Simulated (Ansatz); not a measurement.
# Preparing SiC (P6_3mc) as a host crystal, part 2 of 2

Aim: the runs on the perfect crystal SiC (P6_3mc) that a defect calculation needs first.

Ansatz 0.2.0; plane-wave PAW DFT, r2SCAN; relaxation of the defect-free supercell from its symmetric sites; PAW set soft_1 (the session's first sound run).

So far: Starting point; Defect free supercell relaxed from its symmetric sites.

## 3. Defect free supercell relaxed from displaced atoms

This step: plane-wave PAW DFT, r2SCAN; relaxation of the defect-free supercell from random displacements, a test of the host's stability; PAW set soft_1 (Ansatz 0.2.0).

pristine.rattled/input.yaml reads:

```yaml
crystal:
  lattice:
    - [9.2359949282, 0.0, 0.0]
    - [-4.6179974641, 7.998606237, 0.0]
    - [0.0, 0.0, 15.1078644027]
  atoms:
    - { symbol: Si, position: [0.1111111111, 0.2222222222, 0.8329853991] }
    - { symbol: Si, position: [0.2222222222, 0.1111111111, 0.3329853991] }
    - { symbol: Si, position: [0.2222222222, 0.1111111111, 0.666501017] }
    - { symbol: Si, position: [0.1111111111, 0.2222222222, 0.166501017] }
    - { symbol: Si, position: [0.0, 0.0, 0.4997224787] }
    - { symbol: Si, position: [0.0, 0.0, 0.9997224787] }
    - { symbol: C, position: [0.0, 0.0, 0.8743669375] }
    - { symbol: C, position: [0.0, 0.0, 0.3743669375] }
    - { symbol: C, position: [0.1111111111, 0.2222222222, 0.7079966829] }
    - { symbol: C, position: [0.2222222222, 0.1111111111, 0.2079966829] }
    - { symbol: C, position: [0.2222222222, 0.1111111111, 0.5415284848] }
    - { symbol: C, position: [0.1111111111, 0.2222222222, 0.0415284848] }
    - { symbol: Si, position: [0.1111111111, 0.5555555556, 0.8329853991] }
    - { symbol: Si, position: [0.2222222222, 0.4444444444, 0.3329853991] }
    - { symbol: Si, position: [0.2222222222, 0.4444444444, 0.666501017] }
    - { symbol: Si, position: [0.1111111111, 0.5555555556, 0.166501017] }
    - { symbol: Si, position: [0.0, 0.3333333333, 0.4997224787] }
    - { symbol: Si, position: [0.0, 0.3333333333, 0.9997224787] }
    - { symbol: C, position: [0.0, 0.3333333333, 0.8743669375] }
    - { symbol: C, position: [0.0, 0.3333333333, 0.3743669375] }
    - { symbol: C, position: [0.1111111111, 0.5555555556, 0.7079966829] }
    - { symbol: C, position: [0.2222222222, 0.4444444444, 0.2079966829] }
    - { symbol: C, position: [0.2222222222, 0.4444444444, 0.5415284848] }
    - { symbol: C, position: [0.1111111111, 0.5555555556, 0.0415284848] }
    - { symbol: Si, position: [0.1111111111, 0.8888888889, 0.8329853991] }
    - { symbol: Si, position: [0.2222222222, 0.7777777778, 0.3329853991] }
    - { symbol: Si, position: [0.2222222222, 0.7777777778, 0.666501017] }
    - { symbol: Si, position: [0.1111111111, 0.8888888889, 0.166501017] }
    - { symbol: Si, position: [0.0, 0.6666666667, 0.4997224787] }
    - { symbol: Si, position: [0.0, 0.6666666667, 0.9997224787] }
[... 72 atom lines left out ...]
    - { symbol: C, position: [0.6666666667, 0.6666666667, 0.8743669375] }
    - { symbol: C, position: [0.6666666667, 0.6666666667, 0.3743669375] }
    - { symbol: C, position: [0.7777777778, 0.8888888889, 0.7079966829] }
    - { symbol: C, position: [0.8888888889, 0.7777777778, 0.2079966829] }
    - { symbol: C, position: [0.8888888889, 0.7777777778, 0.5415284848] }
    - { symbol: C, position: [0.7777777778, 0.8888888889, 0.0415284848] }
basis:
  ecutwfc: 500
  xc_grid: 2
hamiltonian:
  xc: r2scan
  pseudopotentials: { kind: paw, azcp: { folder: soft_1 } }
kpoints:
  mp_grid: { grid: [1, 1, 1], shift: [0.25, 0.25, 0.25] }
scf:
  occupations: { method: fermi_dirac, width: 0.01 }
  max_iter: 80
output:
  forces: true
relax:
  f_tol: 0.01
  max_steps: 120
  random_displacement: { amplitude: 0.08, seed: 9824 }
checkpoint:
  write: "../pristine.rattled.run"
  compress: false
  write_wavefunctions: false
  write_every: 100000
```

Launch:

```console
$ ansatz run input.yaml --threads 4 --pin off --max-ram 15073MiB --backend cpu --events-out ev --progress --plain --runs-dir out
```

Numbers of over 12 decimals in the logs are rounded to 6 here.

The log of the run:

```text
[...]
Crystal: 108 atoms, lattice volume = 1116.095 Å³
Basis set: ecut = 500 eV, 28399 PW (Γ), exchange–correlation on 144×144×240 points (8 copies of the dense FFT grid, shifted against one another)
Bands: 324, of which v1, the nominal top of the filled ones, is band 216 counted from 1 (215 counted from 0)
Symmetry: 1 space group operations
k-points: 1
[...]
SCF iter   1: F=—  HF=-48186.998557 eV  |F-HF|=—  |Δ(HF+E_count)|=         —  Δρ=1.34e-1  dr2=2.46e2  dr2_τ=2.80e1  ethr=3.10e-3  ⟨swp⟩=6.0  Hψ=1495  notcnv=0  defer=80
[...]
SCF iter   8: F=-48127.400635 eV  HF=-48127.400635 eV  |F-HF|=4.02e-7  |Δ(HF+E_count)|=   3.12e-6  Δρ=7.12e-6  dr2=7.48e-7  dr2_τ=9.10e-8  ethr=5.79e-10  ⟨swp⟩=5.0  Hψ=1001  notcnv=0
SCF 1 converged in 8 iterations: F = -48127.400635 eV  dr2 = 7.48e-7
[...]
relax step   1: F+E_penalty+E_count = -48127.40063504 eV  Δ(F+E_penalty+E_count) = +0.000e0 eV  max|allowed force component| = 3.659e0 eV/Å  Δτ_max = 0.0000 Å  (8 SCF iters, dr2 threshold 2.50e-6 eV, accepted)
[...]
relax step   2: F+E_penalty+E_count = -48134.24995176 eV  Δ(F+E_penalty+E_count) = -6.849e0 eV  max|allowed force component| = 1.958e0 eV/Å  Δτ_max = 0.0904 Å  (6 SCF iters, dr2 threshold 1.00e-4 eV, accepted)
relax step   3: F+E_penalty+E_count = -48136.27279018 eV  Δ(F+E_penalty+E_count) = -2.023e0 eV  max|allowed force component| = 6.651e-2 eV/Å  Δτ_max = 0.0694 Å  (6 SCF iters, dr2 threshold 1.00e-4 eV, accepted)
relax step   4: F+E_penalty+E_count = -48136.20226694 eV  Δ(F+E_penalty+E_count) = +7.052e-2 eV  max|allowed force component| = 3.199e-1 eV/Å  Δτ_max = 0.0448 Å  (7 SCF iters, dr2 threshold 2.77e-7 eV, rejected (line search))
relax step   5: F+E_penalty+E_count = -48136.27508086 eV  Δ(F+E_penalty+E_count) = -2.291e-3 eV  max|allowed force component| = 1.184e-2 eV/Å  Δτ_max = 0.0034 Å  (7 SCF iters, accepted)
SCF iter   1: F=—  HF=-48136.275599 eV  |F-HF|=—  |Δ(HF+E_count)|=         —  Δρ=6.27e-5  dr2=4.53e-5  dr2_τ=4.20e-5  ethr=9.52e-8  ⟨swp⟩=2.0  Hψ=517  notcnv=0  defer=29
[...]
SCF iter   4: F=-48136.275140 eV  HF=-48136.275140 eV  |F-HF|=3.43e-9  |Δ(HF+E_count)|=   7.35e-8  Δρ=1.76e-6  dr2=2.95e-8  dr2_τ=1.86e-9  ethr=2.31e-11  ⟨swp⟩=5.0  Hψ=1010  notcnv=0
SCF 6 converged in 4 iterations: F = -48136.275140 eV  dr2 = 2.95e-8
relax step   6: F+E_penalty+E_count = -48136.27513993 eV  Δ(F+E_penalty+E_count) = -5.906e-5 eV  max|allowed force component| = 1.999e-3 eV/Å  Δτ_max = 0.0007 Å  (4 SCF iters, accepted)
[...]
SCF iter   2: F=-48136.275140 eV  HF=-48136.275140 eV  |F-HF|=3.26e-9  |Δ(HF+E_count)|=   4.11e-9  Δρ=1.03e-6  dr2=9.68e-9  dr2_τ=1.99e-10  ethr=6.82e-12  ⟨swp⟩=3.0  Hψ=706  notcnv=0
SCF 7 converged in 2 iterations: F = -48136.275140 eV  dr2 = 9.68e-9
SCF converged after 2 iterations
Free energy (F): -48136.275140 eV
[...]
Internal energy: -48136.275140 eV  (E = F + TS)
E sigma→0 (E₀):  -48136.275140 eV
Fermi energy:    10.672602 eV
[...]
--- Forces (eV/Å), atoms counted from 1 ---
  atom   1  Si     0.00108637    -0.00070003    -0.00280202
  atom   2  Si    -0.00077819     0.00032367    -0.00102857
  atom   3  Si     0.00016456     0.00057291    -0.00148403
  atom   4  Si     0.00003497     0.00017813     0.00045729
  atom   5  Si     0.00012078     0.00033955    -0.00155582
  atom   6  Si    -0.00030599    -0.00158375    -0.00182483
  atom   7  C      0.00018400     0.00040380    -0.00049625
  atom   8  C      0.00101370     0.00044166    -0.00014863
  atom   9  C      0.00006718     0.00064848    -0.00092135
  atom  10  C      0.00051188     0.00017551    -0.00044455
  atom  11  C     -0.00037980     0.00079620    -0.00041872
  atom  12  C      0.00129788     0.00116821    -0.00006320
  atom  13  Si     0.00030641    -0.00007755    -0.00218248
  atom  14  Si    -0.00148419     0.00051002    -0.00084717
  atom  15  Si     0.00092118    -0.00148728    -0.00160733
  atom  16  Si    -0.00145906     0.00065266     0.00033844
  atom  17  Si     0.00060299    -0.00004222    -0.00056547
  atom  18  Si    -0.00071826     0.00025041    -0.00045167
  atom  19  C     -0.00087925     0.00040321    -0.00132069
  atom  20  C      0.00115762     0.00043413    -0.00068437
  atom  21  C      0.00005208    -0.00020137    -0.00033063
  atom  22  C      0.00103610     0.00031453    -0.00042942
  atom  23  C     -0.00036919    -0.00004915    -0.00019966
  atom  24  C      0.00070296     0.00066697    -0.00039300
  atom  25  Si    -0.00055057     0.00036637    -0.00247927
  atom  26  Si    -0.00059168     0.00040025    -0.00117018
  atom  27  Si    -0.00019454    -0.00021279    -0.00231585
  atom  28  Si    -0.00063822    -0.00094522    -0.00113359
  atom  29  Si     0.00010590     0.00047125    -0.00045235
  atom  30  Si    -0.00153862    -0.00049508    -0.00055883
  atom  31  C     -0.00152747    -0.00035846    -0.00050580
  atom  32  C      0.00057348    -0.00001682    -0.00005888
  atom  33  C     -0.00041269     0.00156778    -0.00073760
  atom  34  C      0.00100753     0.00026144    -0.00045854
  atom  35  C     -0.00018182     0.00058949    -0.00015941
  atom  36  C      0.00075163     0.00012206    -0.00043960
  atom  37  Si     0.00036442     0.00005142    -0.00262272
  atom  38  Si    -0.00065504    -0.00073908    -0.00189530
  atom  39  Si     0.00049034     0.00054864    -0.00122046
  atom  40  Si    -0.00020163    -0.00051333    -0.00053010
  atom  41  Si     0.00065204    -0.00003932    -0.00078007
  atom  42  Si    -0.00049235    -0.00015909    -0.00027104
  atom  43  C      0.00019739     0.00015003    -0.00056796
  atom  44  C      0.00097167    -0.00038123    -0.00039114
  atom  45  C     -0.00103197     0.00022646    -0.00060451
  atom  46  C      0.00117326    -0.00011512    -0.00004618
  atom  47  C     -0.00029128     0.00012622    -0.00041567
  atom  48  C      0.00130048     0.00100708    -0.00038081
  atom  49  Si     0.00125172    -0.00003373    -0.00261932
  atom  50  Si    -0.00049909     0.00058537    -0.00095740
  atom  51  Si    -0.00014765    -0.00092359    -0.00091579
  atom  52  Si    -0.00118245     0.00017640    -0.00090260
  atom  53  Si    -0.00036761    -0.00022353    -0.00024417
  atom  54  Si    -0.00032724     0.00029733    -0.00101122
  atom  55  C     -0.00032292     0.00033143    -0.00036648
  atom  56  C      0.00129451    -0.00041834    -0.00059868
  atom  57  C      0.00036237     0.00013095    -0.00006470
  atom  58  C      0.00054805     0.00049533    -0.00061615
  atom  59  C     -0.00093593     0.00053105    -0.00016441
  atom  60  C      0.00067190    -0.00000129     0.00010759
  atom  61  Si     0.00046082    -0.00009274    -0.00259270
  atom  62  Si    -0.00087365     0.00036658    -0.00065558
  atom  63  Si     0.00151024    -0.00024972    -0.00223351
  atom  64  Si    -0.00105144     0.00003545    -0.00019776
  atom  65  Si     0.00083953    -0.00032489    -0.00021176
  atom  66  Si    -0.00040230    -0.00015955    -0.00060330
  atom  67  C     -0.00073429    -0.00019525    -0.00088875
  atom  68  C      0.00072376     0.00006976    -0.00067979
  atom  69  C      0.00007488     0.00097531    -0.00049237
  atom  70  C      0.00034487     0.00000384     0.00002078
  atom  71  C     -0.00037265     0.00059510    -0.00033790
  atom  72  C      0.00123580     0.00091494    -0.00061837
  atom  73  Si     0.00085220    -0.00026894    -0.00275876
  atom  74  Si    -0.00124176    -0.00026248    -0.00135961
  atom  75  Si     0.00080440     0.00035154    -0.00209338
  atom  76  Si    -0.00066777    -0.00078170     0.00090772
  atom  77  Si     0.00084252    -0.00038885    -0.00090673
  atom  78  Si    -0.00051807    -0.00075072    -0.00124148
  atom  79  C     -0.00042377     0.00071607    -0.00067865
  atom  80  C      0.00072371     0.00058359    -0.00075518
  atom  81  C     -0.00075212    -0.00048595    -0.00111858
  atom  82  C     -0.00029802     0.00021653    -0.00040214
  atom  83  C     -0.00084011     0.00006200    -0.00032074
  atom  84  C      0.00042502     0.00030072    -0.00014873
  atom  85  Si     0.00033847     0.00070105    -0.00222088
  atom  86  Si    -0.00091003    -0.00091406    -0.00124716
  atom  87  Si    -0.00006583    -0.00031878    -0.00135822
  atom  88  Si    -0.00094527    -0.00044983    -0.00053884
  atom  89  Si    -0.00012350    -0.00068057    -0.00079913
  atom  90  Si    -0.00183683    -0.00000070    -0.00035874
  atom  91  C     -0.00088595     0.00002733    -0.00042571
  atom  92  C      0.00149866     0.00047442    -0.00083153
  atom  93  C      0.00012669     0.00026508     0.00009805
  atom  94  C      0.00102074     0.00093641    -0.00039107
  atom  95  C     -0.00022023    -0.00000774    -0.00031157
  atom  96  C      0.00122730     0.00110824    -0.00005150
  atom  97  Si     0.00051557    -0.00056128    -0.00264713
  atom  98  Si    -0.00058529    -0.00003575    -0.00163827
  atom  99  Si    -0.00100177     0.00047424    -0.00165101
  atom 100  Si    -0.00061698    -0.00007224    -0.00038975
  atom 101  Si    -0.00051932     0.00043620    -0.00050141
  atom 102  Si    -0.00032417    -0.00101727    -0.00142821
  atom 103  C     -0.00072085    -0.00006873    -0.00087237
  atom 104  C      0.00039665    -0.00062750    -0.00014401
  atom 105  C     -0.00009058    -0.00042881    -0.00085531
  atom 106  C      0.00024032     0.00029985    -0.00050329
  atom 107  C     -0.00019234     0.00002563     0.00017564
  atom 108  C      0.00077625     0.00064968    -0.00002157
  max |Σ_I F_I| component: 8.72e-2 eV/Å
--- Relaxed structure (6 steps of the walk, 5 accepted, 0 SCFs on fresh bases) ---
  F+E_penalty+E_count = -48136.27513993 eV   max|allowed force component| = 1.999e-3 eV/Å
  atoms:
    - { symbol: Si, position: [0.112069, 0.222737, 0.832808] }
    - { symbol: Si, position: [0.222291, 0.112506, 0.332799] }
    - { symbol: Si, position: [0.222775, 0.112020, 0.666313] }
    - { symbol: Si, position: [0.111579, 0.223212, 0.166300] }
    - { symbol: Si, position: [0.000164, 0.001376, 0.499536] }
    - { symbol: Si, position: [0.000940, 0.000610, 0.999536] }
    - { symbol: C, position: [0.001177, 0.000314, 0.874312] }
    - { symbol: C, position: [-0.000133, 0.001612, 0.374307] }
    - { symbol: C, position: [0.111864, 0.222929, 0.707939] }
    - { symbol: C, position: [0.222487, 0.112307, 0.207930] }
    - { symbol: C, position: [0.222574, 0.112327, 0.541436] }
    - { symbol: C, position: [0.111882, 0.223008, 0.041430] }
    - { symbol: Si, position: [0.112075, 0.556069, 0.832806] }
    - { symbol: Si, position: [0.222292, 0.445836, 0.332797] }
    - { symbol: Si, position: [0.222775, 0.445364, 0.666309] }
    - { symbol: Si, position: [0.111586, 0.556542, 0.166301] }
    - { symbol: Si, position: [0.000165, 0.334710, 0.499533] }
    - { symbol: Si, position: [0.000940, 0.333935, 0.999532] }
    - { symbol: C, position: [0.001181, 0.333648, 0.874312] }
    - { symbol: C, position: [-0.000135, 0.334945, 0.374306] }
    - { symbol: C, position: [0.111867, 0.556267, 0.707937] }
    - { symbol: C, position: [0.222484, 0.445632, 0.207929] }
    - { symbol: C, position: [0.222578, 0.445666, 0.541433] }
    - { symbol: C, position: [0.111887, 0.556340, 0.041431] }
    - { symbol: Si, position: [0.112073, 0.889400, 0.832808] }
    - { symbol: Si, position: [0.222295, 0.779173, 0.332797] }
    - { symbol: Si, position: [0.222779, 0.778691, 0.666312] }
    - { symbol: Si, position: [0.111590, 0.889888, 0.166306] }
    - { symbol: Si, position: [0.000166, 0.668042, 0.499531] }
    - { symbol: Si, position: [0.000947, 0.667274, 0.999534] }
    - { symbol: C, position: [0.001189, 0.666983, 0.874310] }
    - { symbol: C, position: [-0.000128, 0.668282, 0.374304] }
    - { symbol: C, position: [0.111865, 0.889587, 0.707939] }
    - { symbol: C, position: [0.222484, 0.778967, 0.207929] }
    - { symbol: C, position: [0.222574, 0.778994, 0.541434] }
    - { symbol: C, position: [0.111887, 0.889681, 0.041433] }
    - { symbol: Si, position: [0.445405, 0.222737, 0.832806] }
    - { symbol: Si, position: [0.555630, 0.112512, 0.332800] }
    - { symbol: Si, position: [0.556110, 0.112023, 0.666311] }
    - { symbol: Si, position: [0.444917, 0.223218, 0.166303] }
    - { symbol: Si, position: [0.333495, 0.001378, 0.499533] }
    - { symbol: Si, position: [0.334271, 0.000604, 0.999532] }
    - { symbol: C, position: [0.334511, 0.000317, 0.874310] }
    - { symbol: C, position: [0.333202, 0.001617, 0.374305] }
    - { symbol: C, position: [0.445205, 0.222932, 0.707937] }
    - { symbol: C, position: [0.555818, 0.112306, 0.207928] }
    - { symbol: C, position: [0.555909, 0.112331, 0.541435] }
    - { symbol: C, position: [0.445217, 0.223008, 0.041431] }
    - { symbol: Si, position: [0.445403, 0.556070, 0.832807] }
    - { symbol: Si, position: [0.555624, 0.445838, 0.332799] }
    - { symbol: Si, position: [0.556113, 0.445363, 0.666308] }
    - { symbol: Si, position: [0.444920, 0.556546, 0.166304] }
    - { symbol: Si, position: [0.333501, 0.334712, 0.499532] }
    - { symbol: Si, position: [0.334271, 0.333935, 0.999533] }
    - { symbol: C, position: [0.334511, 0.333648, 0.874310] }
    - { symbol: C, position: [0.333200, 0.334948, 0.374306] }
    - { symbol: C, position: [0.445196, 0.556265, 0.707936] }
    - { symbol: C, position: [0.555822, 0.445636, 0.207930] }
    - { symbol: C, position: [0.555913, 0.445662, 0.541433] }
    - { symbol: C, position: [0.445222, 0.556345, 0.041431] }
    - { symbol: Si, position: [0.445403, 0.889404, 0.832809] }
    - { symbol: Si, position: [0.555627, 0.779172, 0.332796] }
    - { symbol: Si, position: [0.556105, 0.778692, 0.666312] }
    - { symbol: Si, position: [0.444918, 0.889881, 0.166303] }
    - { symbol: Si, position: [0.333498, 0.668047, 0.499530] }
    - { symbol: Si, position: [0.334273, 0.667269, 0.999534] }
    - { symbol: C, position: [0.334517, 0.666985, 0.874312] }
    - { symbol: C, position: [0.333202, 0.668279, 0.374304] }
    - { symbol: C, position: [0.445196, 0.889594, 0.707939] }
    - { symbol: C, position: [0.555822, 0.778970, 0.207927] }
    - { symbol: C, position: [0.555907, 0.778993, 0.541435] }
    - { symbol: C, position: [0.445214, 0.889674, 0.041432] }
    - { symbol: Si, position: [0.778737, 0.222736, 0.832809] }
    - { symbol: Si, position: [0.888961, 0.112507, 0.332800] }
    - { symbol: Si, position: [0.889440, 0.112023, 0.666314] }
    - { symbol: Si, position: [0.778251, 0.223216, 0.166299] }
    - { symbol: Si, position: [0.666829, 0.001378, 0.499534] }
    - { symbol: Si, position: [0.667604, 0.000604, 0.999536] }
    - { symbol: C, position: [0.667844, 0.000313, 0.874312] }
    - { symbol: C, position: [0.666534, 0.001611, 0.374307] }
    - { symbol: C, position: [0.778538, 0.222935, 0.707940] }
    - { symbol: C, position: [0.889155, 0.112302, 0.207929] }
    - { symbol: C, position: [0.889243, 0.112330, 0.541436] }
    - { symbol: C, position: [0.778556, 0.223011, 0.041429] }
    - { symbol: Si, position: [0.778740, 0.556067, 0.832806] }
    - { symbol: Si, position: [0.888962, 0.445845, 0.332798] }
    - { symbol: Si, position: [0.889446, 0.445360, 0.666310] }
    - { symbol: Si, position: [0.778257, 0.556551, 0.166303] }
    - { symbol: Si, position: [0.666837, 0.334714, 0.499534] }
    - { symbol: Si, position: [0.667611, 0.333937, 0.999532] }
    - { symbol: C, position: [0.667850, 0.333649, 0.874310] }
    - { symbol: C, position: [0.666534, 0.334948, 0.374308] }
    - { symbol: C, position: [0.778532, 0.556262, 0.707935] }
    - { symbol: C, position: [0.889151, 0.445631, 0.207929] }
    - { symbol: C, position: [0.889245, 0.445664, 0.541434] }
    - { symbol: C, position: [0.778553, 0.556342, 0.041430] }
    - { symbol: Si, position: [0.778738, 0.889404, 0.832808] }
    - { symbol: Si, position: [0.888961, 0.779175, 0.332800] }
    - { symbol: Si, position: [0.889447, 0.778688, 0.666310] }
    - { symbol: Si, position: [0.778253, 0.889881, 0.166303] }
    - { symbol: Si, position: [0.666834, 0.668043, 0.499531] }
    - { symbol: Si, position: [0.667610, 0.667275, 0.999535] }
    - { symbol: C, position: [0.667850, 0.666982, 0.874311] }
    - { symbol: C, position: [0.666539, 0.668283, 0.374304] }
    - { symbol: C, position: [0.778533, 0.889597, 0.707939] }
    - { symbol: C, position: [0.889157, 0.778970, 0.207931] }
    - { symbol: C, position: [0.889243, 0.778995, 0.541433] }
    - { symbol: C, position: [0.778553, 0.889679, 0.041432] }
```

It took 2.6 min on 4 threads of Arm Neoverse V1, shared host; peak memory 2.7 GiB; 9.9 min of CPU time.

Relaxation path:

| step | energy less that of the first step (eV) | largest force component (eV/Å) |
| --- | --- | --- |
| 1 | 0.0000 | 3.6592 |
| 2 | -6.8493 | 1.9584 |
| 3 | -8.8722 | 0.0665 |
| 4 | -8.8016 | 0.3199 |
| 5 | -8.8744 | 0.0118 |
| 6 | -8.8745 | 0.0020 |

Relaxation step 4 was tried and not accepted.

The atoms that moved most (Å, from the sites as typed, ahead of the random displacement, the mean shift of all atoms taken out):

| atom | dx | dy | dz | length |
| --- | --- | --- | --- | --- |
| C31 | 0.009 | -0.005 | 0.001 | 0.011 |
| C92 | -0.009 | 0.005 | 0.001 | 0.011 |
| C56 | -0.009 | 0.005 | 0.001 | 0.011 |
| C44 | -0.009 | 0.005 | 0.001 | 0.011 |
| C20 | -0.009 | 0.005 | 0.001 | 0.011 |
| C103 | 0.009 | -0.005 | 0.001 | 0.011 |
| C91 | 0.009 | -0.005 | 0.001 | 0.011 |
| C19 | 0.009 | -0.005 | 0.001 | 0.011 |

The relaxation ends 82 meV an atom lower than the displaced start, with a largest force component of 0.0020 eV/Å.

## 4. Summary of results

```yaml
supercell_relaxed_in_its_symmetry_less_the_displaced_and_relaxed_one: 0.000 eV
```

The energy fell by 8.875 eV from the randomly displaced start; against the sites as typed, C31 ends farthest off, by 0.01 Å, once the mean shift is taken out. The displaced cell ends within 0.01 eV of the symmetric one relaxed in its symmetry, so no lower structure shows in this supercell. All at zero temperature.

[Logs are printed without paths, hosts, clocks, repeated set-up lines and the standing remarks that a program may print on its own settings, such as how far it seeks lower states.]

[Hosts, paths, dates, database ids (printed as entryN), source tags and the programs' standing remarks are cut or masked in the printed files.]

[Runs of the host that timed out are not shown.]

[For some hosts the program warned that the k-mesh of the response run may be too coarse for force constants and the static dielectric constant; such warnings are not always shown.]
